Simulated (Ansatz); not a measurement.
**Dielectric function and optical constants of PbO (Litharge)**

What colour and refractive index does PbO (Litharge) have at this level of theory? The cell comes from an older database entry, whose edges can differ from later determinations, mostly by under a per cent.

Program: Ansatz 0.2.0. Level of theory: DFT, PBE, plane-wave PAW, default files, scalar-relativistic, independent-particle optical response without local fields. Results are calculated unless marked as measured.

The database entry behind the starting cell differs from later determinations by our own check (an axis about 0.4 % long against later determinations), so it need not match the best structure at ambient conditions.

### 1. The starting structure

Symmetry: P4/nmm, No. 129, tetragonal system. Conventional cell: a = 3.990 Å, b = 3.990 Å, c = 5.010 Å, α = 90.00°, β = 90.00°, γ = 90.00°. Nearest to Pb lie 4 O at 2.33 Å. Nearest to O lie 4 Pb at 2.33 Å. Farther neighbours and most contacts between anions are not listed.

Coordinates:

```cif
data_structure
_symmetry_space_group_name_H-M 'P4/nmm:1'
_symmetry_Int_Tables_number 129
_cell_length_a 3.9900
_cell_length_b 3.9900
_cell_length_c 5.0100
_cell_angle_alpha 90.000
_cell_angle_beta 90.000
_cell_angle_gamma 90.000
_cell_volume 79.76
loop_
_atom_site_label
_atom_site_type_symbol
_atom_site_symmetry_multiplicity
_atom_site_Wyckoff_symbol
_atom_site_fract_x
_atom_site_fract_y
_atom_site_fract_z
_atom_site_occupancy
Pb1 Pb 2 c 0.50000 0.00000 0.76000 1
O1 O 2 a 0.50000 0.50000 0.00000 1
```

### 2. Ground state and bands

The self-consistent density comes first; it also tells whether there is a gap, which decides the occupations and the need for a Drude term.

This step: DFT, PBE, plane-wave PAW, default files, scalar-relativistic, ground state (Ansatz 0.2.0).

The input, input.yaml:

```yaml
crystal:
  lattice:
    - [3.99, 0.0, 0.0]
    - [0.0, 3.99, 0.0]
    - [0.0, 0.0, 5.01]
  atoms:
    - { symbol: Pb, position: [0.5, 0.0, 0.76] }
    - { symbol: Pb, position: [0.0, 0.5, 0.24] }
    - { symbol: O, position: [0.5, 0.5, 0.0] }
    - { symbol: O, position: [0.0, 0.0, 0.0] }
kpoints:
  mp_grid: { grid: [6, 6, 5] }
  band_path:
    path:
      - [[0.0, 0.0, 0.0], [0.0, 0.5, 0.0], [0.5, 0.5, 0.0], [0.0, 0.0, 0.0], [0.0, 0.0, 0.5], [0.0, 0.5, 0.5], [0.5, 0.5, 0.5], [0.0, 0.0, 0.5]]
      - [[0.0, 0.5, 0.0], [0.0, 0.5, 0.5]]
      - [[0.5, 0.5, 0.0], [0.5, 0.5, 0.5]]
    npoints: 6
scf:
  occupations: { method: fermi_dirac, width: 0.05 }
  n_extra_bands: 8
hamiltonian:
  xc: pbe
  pseudopotentials: { kind: paw }
output:
  forces: true
  stress: true
  populations: true
  write_bands: true
  write_density: true
  write_potential: true
  elf: true
  volumetric_format: npy
```

Launch:

```
$ ansatz run input.yaml --threads 4 --pin off --max-ram 8192MiB --backend cpu --events-out ev --progress --plain --runs-dir out
```

Numbers of over 12 decimals in the logs are rounded to 6 here.

The program printed:

```text
scf.n_extra_bands = 8 over 20 filled bands (N_el = 40.0): the run solves 28 bands
Engine: ansatz 0.2.0, x86_64-unknown-linux-gnu
Pseudopotentials: kind: paw
Pseudopotential: Pb, paw, valence charge 14, recommended cutoff 420 eV (normal), Pb.paw.azcp
Pseudopotential: O, paw, valence charge 6, recommended cutoff 420 eV (normal), O.paw.azcp
Functional definition: PBE
  parameter kappa = 0.804
  parameter beta = 0.066725
  exchange = pbe_x(kappa = kappa, mu = beta*pi^2/3)
  correlation = pbe_c(beta = beta)
Crystal: 4 atoms, lattice volume = 79.760 Å³
Basis set: ecut = 420 eV, 1569 PW (Γ), exchange–correlation on 54×54×72 points (8 copies of the dense FFT grid, shifted against one another)
Bands: 28, of which v1, the nominal top of the filled ones, is band 20 counted from 1 (19 counted from 0)
Symmetry: 16 space group operations
Space group: P4/nmm (ITA 129), of the structure as read, at distance tolerance 4.3e-5 Å
k-points: 30 of 180
Non-local potential: Pb, projectors of the file, l = 0: 2, l = 1: 2, l = 2: 2, l = 3: 2
Non-local potential: O, projectors of the file, l = 0: 2, l = 1: 2, l = 2: 1
PAW form: soft (Blöchl's): semilocal exchange-correlation on the pseudo side does not see the compensation charge
PAW one-centre angular grid: Pb, 590 points (default); XC on 64 Gauss nodes
PAW one-centre angular grid: O, 110 points (default); XC on 64 Gauss nodes
Initial density: superposition of atomic densities (neutral atoms: chi_scale 0, normalization atom), corrected by the library's trained network
Initial wavefunctions: pseudopotential atomic-orbital guess
Functional: x = pbe(κ = 0.804, μ = 0.219515), c = pbe(β = 0.066725)
SCF iter   1: F=—  HF=-24947.069044 eV  |F-HF|=—  |Δ(HF+E_count)|=         —  Δρ=1.56e-3  dr2=1.53e-3  ethr=1.77e-3  ⟨swp⟩=6.9  Hψ=3996  notcnv=0  defer=4
preconditioner: auto → Resta (q_TF=auto, 2.432 Å⁻¹)  ε∞=3.3  [insulator: Δε(μ)=1.148 eV  Ē_g=17.383 eV  σ=0.050 eV  W_gap=1.00  n_scr=18 (ndim 8)  ℏωp=26.3 eV  f_vac=0.035  D(μ)=0.00/eV (n_scr^D=0)  ε∞_Penn≈3.3]
SCF iter   2: F=—  HF=-24947.070295 eV  |F-HF|=—  |Δ(HF+E_count)|=   1.25e-3  Δρ=7.39e-4  dr2=2.09e-4  ethr=3.84e-6  ⟨swp⟩=2.7  Hψ=1787  notcnv=0  defer=35
SCF iter   3: F=—  HF=-24947.070460 eV  |F-HF|=—  |Δ(HF+E_count)|=   1.65e-4  Δρ=3.11e-4  dr2=5.69e-5  ethr=5.23e-7  ⟨swp⟩=2.7  Hψ=1331  notcnv=0  defer=35
SCF iter   4: F=—  HF=-24947.070445 eV  |F-HF|=—  |Δ(HF+E_count)|=   1.53e-5  Δρ=1.23e-4  dr2=7.57e-6  ethr=1.42e-7  ⟨swp⟩=2.0  Hψ=969  notcnv=0  defer=35
SCF iter   5: F=—  HF=-24947.070449 eV  |F-HF|=—  |Δ(HF+E_count)|=   4.52e-6  Δρ=2.25e-5  dr2=4.66e-7  ethr=1.89e-8  ⟨swp⟩=2.0  Hψ=1012  notcnv=0  defer=35
SCF iter   6: F=-24947.070450 eV  HF=-24947.070450 eV  |F-HF|=4.91e-8  |Δ(HF+E_count)|=   5.50e-7  Δρ=6.20e-6  dr2=4.12e-8  ethr=2.50e-10  ⟨swp⟩=14.1  Hψ=6603  notcnv=0
SCF 1 converged in 6 iterations: F = -24947.070450 eV  dr2 = 4.12e-8
  greatest PAW one-centre occupation: 0.983 electrons in one spin orbital (limit 2), on the Pb atom at site 1 (counted from 0), in its partial waves of l = 2
NSCF: frozen V_eff on 57 k-points
SCF converged after 6 iterations
Free energy (F): -24947.070450 eV
Harris-Foulkes:  -24947.070450 eV  (|F-HF|=4.91e-8)
Internal energy: -24947.070449 eV  (E = F + TS)
E sigma→0 (E₀):  -24947.070450 eV
Entropy (-TS):   -0.000000 eV (-0.000 meV/atom)
Fermi energy:    9.062757 eV
--- Per-component energies (eV) ---
  E_band       = -104.778992
  E_kinetic    = 927.716065
  E_local      = -3095.312151  (includes V_loc(G=0)·N_el)
  E_nonlocal   = 798.280743
  E_hartree    = 1230.193182
  E_xc         = -588.565727
  E_vxc        = -452.566061  (∫ρ·V_xc dr)
  E_paw        = -21129.017423  (= ΣΔE_a)
  E_vpaw       = -743.280101  (= ΣTr[D̂ρ^β])
  E_aug_tail   = 0.004830  (compensation charges beyond the density's cutoff)
  E_ewald      = -3090.369968
  E_smearing   = -0.000000  (= −TS)
  E_closure    = -0.000000  (closes the sum)
  Σ components = -24947.070450   (vs F -24947.070450, Δ=0.00e0)
--- Forces (eV/Å), atoms counted from 1 ---
  atom   1  Pb     0.00000000     0.00000000     0.01118686
  atom   2  Pb     0.00000000     0.00000000    -0.01118686
  atom   3  O      0.00000000     0.00000000     0.00000000
  atom   4  O      0.00000000     0.00000000    -0.00000000
  max |Σ_I F_I| component: 5.55e-17 eV/Å
--- Stress (GPa, compression-positive) ---
        3.362843       0.000000       0.000000
        0.000000       3.362843       0.000000
        0.000000       0.000000       2.208824
  P = ⅓ Tr σ = 2.9782 GPa (29.782 kbar)
--- Band table (eV; the first three rows and the last of 30) ---
  k-point 0: bands = [... 16 lower, 6.8217, 6.9045, 6.9045, 8.4724, 10.9004, 14.0129, 14.0129, 14.0870, ... 4 higher]
  k-point 1: bands = [... 16 lower, 6.8070, 6.8959, 6.8959, 8.2517, 10.6553, 13.2002, 13.2002, 13.7113, ... 4 higher]
  k-point 2: bands = [... 16 lower, 6.7843, 6.8789, 6.8789, 7.6703, 10.5273, 12.5072, 12.5072, 12.8538, ... 4 higher]
  k-point 29: bands = [... 16 lower, 6.2680, 6.2680, 7.5109, 7.5109, 11.4588, 11.4588, 13.7141, 13.7141, ... 4 higher]
--- Löwdin populations: 4 sites ---
  site symbol       q [e]
     0     Pb     13.1825
     1     Pb     13.1825
     2      O      6.7446
     3      O      6.7446
  spilling = 0.003641 (of n_electrons = 40.000000)
```

Run time: 0.76 s. Hardware: 4 threads of AMD EPYC 9R45, shared host; peak memory 0.46 GiB; 2.5 s of CPU time.

Read-outs, printed or worked out from the files:

* free energy: -24947.0704 eV
* Fermi energy: 9.063 eV
* gap by band count: 1.150 eV
* electrons: 40
* symmetry operations: 16
* pressure: 2.978 GPa
* volume: 79.76 Å³
* gap on the path: 1.145 eV
* least direct gap on the path: 2.110 eV

There is a gap, 1.14 eV on the path, so no carriers' term is needed. The cell is left with a pressure of 3.0 GPa and forces up to 0.01 eV/Å, as it stands unrelaxed at this level.

Electronic bands along the path, in eV, zero at the Fermi level; v1 is the highest filled band, c1 the lowest empty one:

```
    point     v4     v3     v2     v1    c1    c2    c3    c4
        Γ  -2.24  -2.16  -2.16  -0.59  1.84  4.95  4.95  5.02
  halfway  -3.02  -2.56  -2.46  -0.81  2.96  2.98  4.96  5.27
        X  -3.49  -3.49  -2.24  -2.24  2.80  2.80  6.02  6.02
  halfway  -2.73  -2.73  -1.98  -1.98  1.91  1.91  4.81  4.81
        M  -2.25  -2.25  -1.55  -1.55  0.56  0.56  4.67  4.67
  halfway  -3.36  -3.23  -1.78  -1.09  2.45  2.85  4.14  4.55
        Γ  -2.24  -2.16  -2.16  -0.59  1.84  4.95  4.95  5.02
  halfway  -2.26  -2.17  -2.17  -0.94  1.53  3.91  3.91  4.41
        Z  -2.28  -2.19  -2.19  -1.53  1.47  3.35  3.35  3.64
  halfway  -2.85  -2.58  -1.70  -1.51  1.70  2.56  3.97  5.95
        R  -3.46  -3.46  -1.57  -1.57  2.49  2.49  5.65  5.65
  halfway  -2.25  -2.25  -2.06  -2.06  2.84  2.84  3.99  3.99
        A  -2.85  -2.85  -1.55  -1.55  2.82  2.82  4.18  4.18
  halfway  -3.28  -2.16  -1.77  -1.64  1.89  3.06  3.28  5.77
        Z  -2.28  -2.19  -2.19  -1.53  1.47  3.35  3.35  3.64
jump to X  -3.49  -3.49  -2.24  -2.24  2.80  2.80  6.02  6.02
  halfway  -3.48  -3.48  -1.86  -1.86  2.64  2.64  5.83  5.83
        R  -3.46  -3.46  -1.57  -1.57  2.49  2.49  5.65  5.65
jump to M  -2.25  -2.25  -1.55  -1.55  0.56  0.56  4.67  4.67
  halfway  -2.56  -2.56  -1.55  -1.55  1.40  1.40  4.96  4.96
        A  -2.85  -2.85  -1.55  -1.55  2.82  2.82  4.18  4.18
```

Electrostatic potential energy in the ac plane at fractional y = 0.000, with atoms of Pb and O within 0.2 Å of it. With pseudopotentials it is smooth inside the atoms' cores, unlike the true potential.

Ten even steps from '_' (-33 eV) to '@' (13 eV), each cell a mean:
```
__..**@@%%**==--==##%%%%==__
--++%%%%**::______--##%%##==
@@@@@@##::__..::..__==%%@@@@
@@@@%%**..__--==::__--##@@@@
@@@@%%##::__::--..__--##@@@@
@@@@@@%%==________..++%%@@@@
@@@@@@%%##==::..::++%%@@@@@@
@@@@@@@@%%%%##**##%%@@@@@@@@
@@@@@@@@@@@@@@@@@@@@@@@@@@@@
@@@@@@@@@@@@@@@@@@@@@@@@@@@@
@@@@@@@@@@@@@@@@@@@@@@@@@@@@
@@@@@@@@@@@@@@@@@@@@@@@@@@@@
@@@@@@@@@@@@@@@@@@@@@@@@@@@@
@@@@@@@@@@@@@@@@@@@@@@@@@@@@
++##@@@@@@@@@@@@@@@@@@@@@@**
__..##@@@@@@@@@@@@@@@@@@++..
____++@@@@%%%%%%%%@@@@%%--__
```
Atoms in or near the plane, at fractional coordinates: Pb at (0.50, 0.76), O at (0.00, 0.00).

ELF in the ac plane at fractional y = 0.000, with atoms of Pb and O within 0.2 Å of it. It is the smooth field of the valence electrons, not physical close to the nuclei.

Ten even steps from '0' (0.00) to '9' (0.81), each cell a mean:
```
79952344322798
99832433332499
87423210133257
43234100024223
11245200035311
01355421255420
00356554555520
00246665666410
00125677764200
00002456531000
00000122100000
00000000000000
32100000000122
77521000001357
99852000002689
89973100014899
48973112114897
```
Atoms in or near the plane, at fractional coordinates: Pb at (0.50, 0.76), O at (0.00, 0.00).

(Part 1 of 2 ends here.)

[Logs are printed without paths, hosts, clocks, repeated set-up lines and the standing remarks that a program may print on its own settings, such as how far it seeks lower states.]

[Hosts, paths, dates, database ids (printed as entryN), source tags and the programs' standing remarks are cut or masked in the printed files.]
